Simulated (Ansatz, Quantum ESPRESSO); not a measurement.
## CaMg (Pm-3m): zone-centre phonons

Aim: the zone-centre modes of CaMg (Pm-3m).

Program: Quantum ESPRESSO 7.5. Level of theory: DFT LDA, scalar-relativistic, plane waves, JTH PAW pseudopotentials. Results are calculated unless marked as measured.

Report form: the programs' logs are mostly left out.

## 1. The starting structure

The structure is cubic, space group Pm-3m (No. 221). Conventional cell: a = 3.966 Å, b = 3.966 Å, c = 3.966 Å, α = 90.00°, β = 90.00°, γ = 90.00°. Nearest to Ca lie 8 Mg at 3.43 Å. Mg has 8 Ca at 3.43 Å nearest. Farther neighbours are not listed.

Coordinates:

```
Ca Mg
1.0
     3.96614    0.00000    0.00000
     0.00000    3.96614    0.00000
     0.00000    0.00000    3.96614
Ca Mg
1 1
Cartesian
  0.0000 0.0000 0.0000
  1.9831 1.9831 1.9831
```

## 2. A probe with smearing

A cheap run with smearing and empty bands tells whether the crystal has a gap, which decides between fixed occupations and smearing later on.

File probe.in:

```
&control
   calculation = 'scf'
   prefix = 'x'
   outdir = './tmp'
   pseudo_dir = './pseudo'
   tprnfor = .true.
   tstress = .true.
   verbosity = 'high'
/
&system
   ibrav = 1
   celldm(1) = 7.49491459
   nat = 2
   ntyp = 2
   ecutwfc = 50.0
   ecutrho = 250.0
   occupations = 'smearing'
   smearing = 'gaussian'
   degauss = 0.01
/
&electrons
   conv_thr = 1.0d-07
   mixing_beta = 0.7
   electron_maxstep = 100
/
ATOMIC_SPECIES
 Ca     40.0780  Ca.upf
 Mg     24.3050  Mg.upf
ATOMIC_POSITIONS crystal
 Ca     0.000000000   0.000000000   0.000000000
 Mg     0.500000000   0.500000000   0.500000000
K_POINTS automatic
 4 4 4 0 0 0
```

Started as:

```sh
> OMP_NUM_THREADS=1 mpirun -n 4 pw.x -nk 4 -in probe.in > probe.out
```

It took 2.4 s on 4 MPI ranks of Arm Neoverse V2, shared host.

This step gave:

- volume per atom: 31.19 Å³
- pressure: -2.036 GPa
- gap on the k-mesh: 0 eV

No gap opens on this mesh, so smearing is kept; the start stands at -2.0 GPa.

## 3. Relaxing the cell and atoms

The harmonic expansion starts where the forces on the atoms vanish, and stress shifts the frequencies, so cell and atoms are relaxed with tight thresholds.

File relax.in:

```
&control
   calculation = 'vc-relax'
   prefix = 'x'
   outdir = './tmp'
   pseudo_dir = './pseudo'
   tprnfor = .true.
   tstress = .true.
   forc_conv_thr = 2.0d-05
   etot_conv_thr = 1.0d-07
   nstep = 40
/
&system
   ibrav = 1
   celldm(1) = 7.49491459
   nat = 2
   ntyp = 2
   ecutwfc = 50.0
   ecutrho = 250.0
   occupations = 'smearing'
   smearing = 'mv'
   degauss = 0.02
/
&electrons
   conv_thr = 1.0d-11
   mixing_beta = 0.7
   electron_maxstep = 100
/
&ions
/
&cell
   press_conv_thr = 0.1
/
ATOMIC_SPECIES
 Ca     40.0780  Ca.upf
 Mg     24.3050  Mg.upf
ATOMIC_POSITIONS crystal
 Ca     0.000000000   0.000000000   0.000000000
 Mg     0.500000000   0.500000000   0.500000000
K_POINTS automatic
 8 8 8 0 0 0
```

Started as:

```sh
> OMP_NUM_THREADS=1 mpirun -n 4 pw.x -nk 4 -in relax.in > relax.out
```

Elapsed: 49 s, on 4 MPI ranks.

Relaxation path:

```tsv
step	energy less that of the first step (eV)	largest force (eV/Å)	pressure (GPa)	volume (Å³)
1	0.0000	0.0000	-2.05	62.39
2	-0.0079	0.0000	-1.83	61.74
3	-0.0179	0.0000	-1.48	60.77
4	-0.0287	0.0000	-0.92	59.34
5	-0.0345	0.0000	0.05	57.24
6	-0.0346	0.0000	0.00	57.34
7	-0.0346	0.0000	0.00	57.34
8	-0.0332	0.0000	0.02	57.34
```

```tsv
conventional cell, symmetrised	before	after	change
a (Å)	3.966	3.856	-2.8 %
b (Å)	3.966	3.856	-2.8 %
c (Å)	3.966	3.856	-2.8 %
volume (Å³/atom)	31.19	28.67	-8.1 %
```

Final coordinates:

```xyz
2
Lattice="3.8561 0.0000 0.0000 0.0000 3.8561 0.0000 0.0000 0.0000 3.8561" Properties=species:S:1:pos:R:3 pbc="T T T"
Ca    0.0000    0.0000    0.0000
Mg    1.9280    1.9280    1.9280
```

The last row of the table of steps is pw.x's closing run on a basis chosen anew for the final cell, so its energy can jump.

Read from the output:

- volume per atom: 28.67 Å³
- pressure: 0.018 GPa

The volume changes by -8.1 % from the cell with which this run began.

## 4. Self-consistent run for the response

Perturbation theory inherits every error of the wavefunctions, so the threshold is set near the limit of the arithmetic. Smearing stays on, as the first look found no gap above 0.3 eV.

File scf.in:

```
&control
   calculation = 'scf'
   prefix = 'x'
   outdir = './tmp'
   pseudo_dir = './pseudo'
   tprnfor = .true.
   tstress = .true.
/
&system
   ibrav = 1
   celldm(1) = 7.28696821
   nat = 2
   ntyp = 2
   ecutwfc = 50.0
   ecutrho = 250.0
   occupations = 'smearing'
   smearing = 'mv'
   degauss = 0.02
/
&electrons
   conv_thr = 1.0d-12
   mixing_beta = 0.7
   electron_maxstep = 100
/
ATOMIC_SPECIES
 Ca     40.0780  Ca.upf
 Mg     24.3050  Mg.upf
ATOMIC_POSITIONS crystal
 Ca     0.000000000   0.000000000   0.000000000
 Mg     0.500000000   0.500000000   0.500000000
K_POINTS automatic
 8 8 8 0 0 0
```

Started as:

```sh
> OMP_NUM_THREADS=1 mpirun -n 4 pw.x -nk 4 -in scf.in > scf.out
```

Elapsed: 5.5 s, on 4 MPI ranks; 22 s of CPU time.

The cell stands at 0.018 GPa, close enough for phonons.

## 5. Zone-centre response

At q = 0 one unit cell holds all displacements; symmetry groups them into irreducible representations that are solved one by one. With smeared occupations no response to a homogeneous field can be asked.

File ph.in:

```
phonons
&inputph
   prefix = 'x'
   outdir = './tmp'
   fildyn = 'g.dyn'
   tr2_ph = 1.0d-18
   alpha_mix(1) = 0.4
   nmix_ph = 8
/
0.000000000 0.000000000 0.000000000
```

Started as:

```sh
> OMP_NUM_THREADS=1 mpirun -n 4 ph.x -nk 4 -in ph.in > ph.out
```

Run time: 78 s. Hardware: 4 MPI ranks; 5.2 min of CPU time.

Read from the output:

```
largest acoustic frequency at the zone centre before the sum rule : 4.63 cm⁻¹
highest optical zone-centre mode (no LO-TO term)                  : 212.2 cm⁻¹
lowest optical zone-centre mode                                   : 212.2 cm⁻¹
```

The acoustic modes at Γ come out as far as 4.6 cm⁻¹ from zero, where they should vanish, a small numerical error.

## 6. Zone-centre analysis

A rigid shift of the crystal must cost nothing, but grids and finite bases break this; the acoustic sum rule is imposed before the matrix is diagonalised again.

File dynmat.in:

```
&input
   fildyn = 'g.dyn'
   asr = 'simple'
   fileig = 'dynmat.eig'
/
```

Started as:

```sh
> dynmat.x -in dynmat.in > dynmat.out
```

Wall time 0.49 s (1 thread).

This step gave:

```yaml
highest_optical_zone_centre_mode_no_lo_to_term: 212.1 cm⁻¹
lowest_optical_zone_centre_mode: 212.1 cm⁻¹
```

Unit eigenvectors of the mass-weighted matrix after the sum rule; no LO-TO term. The modes at Γ (shares of kinetic energy by element, %):

```tsv
mode	frequency (cm⁻¹)	symmetry	Ca %	Mg %
1	0.0	acoustic	62	38
2	0.0	acoustic	62	38
3	0.0	acoustic	62	38
4	212.1	T1u	38	62
5	212.1	T1u	38	62
6	212.1	T1u	38	62
```

Displacements in mode 5 (212.1 cm⁻¹), the largest set to 1:
```
Ca1  0.00  0.00 -0.61
Mg2  0.00  0.00  1.00
```

The rule moves no optical mode by more than 0.1 cm⁻¹.

## 7. Sum rules set otherwise: a sum rule for molecules or wires on a crystal

This rule also removes rotations, which suits molecules and not a crystal; it is tried to see the harm.

File dynmat.in:

```
&input
   fildyn = 'g.dyn'
   asr = 'zero-dim'
   fileig = 'dynmat.eig'
/
```

Started as:

```sh
> dynmat.x -in dynmat.in > dynmat.out
```

Elapsed: 0.47 s, on 1 thread.

The program raised no error, yet the settings are not those of a careful run.

The fault: a sum rule for molecules or wires on a crystal; 2 optical modes are projected out to zero frequency, as if they were rotations.

For a crystal the rule has to be 'simple' or 'crystal'.

Zone-centre frequencies as printed; negative means imaginary. Modes:

```tsv
mode	frequency (cm⁻¹)
1	0
2	0
3	0
4	0
5	0
6	212.2
```

## 8. Sum rules set otherwise (asr no)

Without the rule the raw error of the acoustic modes shows.

File dynmat.in:

```
&input
   fildyn = 'g.dyn'
   asr = 'no'
   fileig = 'dynmat.eig'
/
```

Started as:

```sh
> dynmat.x -in dynmat.in > dynmat.out
```

Wall time 0.47 s (1 thread).

Numbers from this step:

```yaml
highest_optical_zone_centre_mode_no_lo_to_term: 212.2 cm⁻¹
lowest_optical_zone_centre_mode: 212.2 cm⁻¹
```

Zone-centre frequencies as printed; negative means imaginary. Modes:

```tsv
mode	frequency (cm⁻¹)
1	4.63
2	4.63
3	4.63
4	212.2
5	212.2
6	212.2
```

Against the first rule no mode moves by more than 4.7 cm⁻¹.

## 9. Cross-check with Ansatz

The same cell goes through another code, with its own cutoff. The potentials differ. Its k mesh is centred on Γ.

This step: DFT LDA, scalar-relativistic, plane waves, PseudoDojo norm-conserving pseudopotentials (Ansatz 0.2.0).

File input.yaml:

```yaml
crystal:
  lattice:
    - [3.8560975118, 0.0, 0.0]
    - [0.0, 3.8560975118, 0.0]
    - [0.0, 0.0, 3.8560975118]
  atoms:
    - { symbol: Ca, position: [0.0, 0.0, 0.0] }
    - { symbol: Mg, position: [0.5, 0.5, 0.5] }
kpoints:
  mp_grid: { grid: [8, 8, 8] }
hamiltonian:
  xc: lda
  pseudopotentials: { kind: nc, accuracy: standard }
scf:
  occupations: { method: cold, width: 0.27211 }
output:
  eigenvalues: true
phonons:
  method: dfpt
```

Started as:

```sh
> ansatz run input.yaml --threads 4 --pin off --max-ram 8192MiB --backend cpu --events-out ev --progress --plain --runs-dir out
```

Wall time 12 s (4 threads); peak memory 0.83 GiB; 47 s of CPU time.

Numbers from this step:

- sum-rule residual before enforcement: 3.09e-5 eV/Å²
- highest optical zone-centre mode (no LO-TO term): 211.9 cm⁻¹
- lowest optical zone-centre mode: 211.9 cm⁻¹

## 10. Side by side: QE JTH and Ansatz, PseudoDojo

Numbers from this step:

- root-mean-square difference: 0.18 cm⁻¹
- largest difference: 0.18 cm⁻¹

Frequencies side by side, by row:

```tsv
q (reciprocal lattice)	mode	QE JTH (cm⁻¹)	Ansatz, PseudoDojo (cm⁻¹)
0 0 0	1	0	0
0 0 0	2	0	0
0 0 0	3	0	0
0 0 0	4	212.1	211.9
0 0 0	5	212.1	211.9
0 0 0	6	212.1	211.9
```

At the zone centre the largest difference (acoustic modes at Γ apart) is 0.08 % of the highest mode.

## 11. What came out

| Item | Value |
| --- | --- |
| space group after relaxation | Pm-3m |
| volume per atom | 28.7 Å³ |
| highest optical zone-centre mode (no LO-TO term) | 212.1 cm⁻¹ |
| imaginary optical modes at the zone centre (no q mesh in this session) | none |
| largest difference from Ansatz, PseudoDojo | 0.18 cm⁻¹ |

**Reading.** At the LDA level the optical modes of CaMg (Pm-3m) at the zone centre lie at 212 cm⁻¹. QE JTH and Ansatz, PseudoDojo agree to 0.18 cm⁻¹ (0.08 % of the highest mode compared) on all solved modes but the acoustic ones at Γ, without the LO-TO term. These are harmonic frequencies at zero temperature: anharmonic shifts and linewidths and thermal expansion are left out. In a metal the frequencies hang on the k mesh and the smearing, most of all near Kohn anomalies. The structure comes from a database and need not be the phase that is stable at ambient conditions.

[Host names and launcher messages were left out of these logs when they were recorded.]

[Logs are printed without paths, hosts, clocks, repeated set-up lines and the standing remarks that a program may print on its own settings, such as how far it seeks lower states.]

[Hosts, paths, dates, database ids (printed as entryN), source tags and the programs' standing remarks are cut or masked in the printed files.]
